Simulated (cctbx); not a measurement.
# Which space group?

Cell: a = 6.0910 Å, b = 6.0910 Å, c = 6.0910 Å, α = 90.00°, β = 90.00°, γ = 90.00°. Expected content of the cell: Os12 Al4.

Simulated single-crystal data (cctbx): Mo Kα, λ = 0.71073 Å, to d = 0.75 Å, 70 % of the full sphere, strongest reflection 70000 counts, noise from counting, a 4 % proportional error and a noise floor of 4 counts (s.d.); no absorption, some extinction.

A first pass over the reflections prints:

```text
1546 reflections to d = 0.755 A
centring   violations  <I/sigma> of those
    A          0 of   786      0.0
    B          0 of   787     -0.1
    C          0 of   793     -0.0
    I        187 of   790      5.2
    R        248 of  1031      5.5
    F          0 of  1183     -0.0
Laue class    unique    Rint  (classes that these axes allow; Friedel mates merged)
F m m m            86   0.025
F m -3             32   0.027
F m -3 m           26   0.027
space group    extra absences  I>4sigma  <I/sigma>
F 4 3 2                 0          0         -  acentric
F -4 3 m                0          0         -  acentric
F m -3 m                0          0         -  centric
Wilson B = 0.29 A^2   <|E^2-1|> = 0.819 (0.968 centric, 0.736 acentric)   E^2>4: 0.0 %
shell (A)         n   <I/sigma>
 3.52 - 1.09     11     71.8
 1.09 - 0.87      8     82.9
 0.87 - 0.76      7     88.6
```

Q: Read the symmetry from these tables.

The reflections that A, B, C and F centring forbids are absent (⟨I/σ⟩ near 0), so the lattice is F. F holds A, B and C together.

Rint stays low (0.025 to 0.027) up to F m -3 m, the highest class in these axes.

3 settings pass the absence test. No glide or screw absences show, which leaves F 4 3 2, F -4 3 m and F m -3 m.

⟨|E²−1|⟩ = 0.819 lies between the two ideal values. The Wilson B of 0.29 Å² means U ≈ 0.0037 Å².

The true group is Fm-3m (no. 225), Laue class m-3m, centrosymmetric. The tables only narrow the choice to the tied entries; cell content, site symmetry and trial solutions must settle it.

This is a model crystal, built by substitution and not relaxed, with assumed displacement parameters.

[Logs are printed without paths, hosts, clocks, repeated set-up lines and the standing remarks that a program may print on its own settings, such as how far it seeks lower states.]
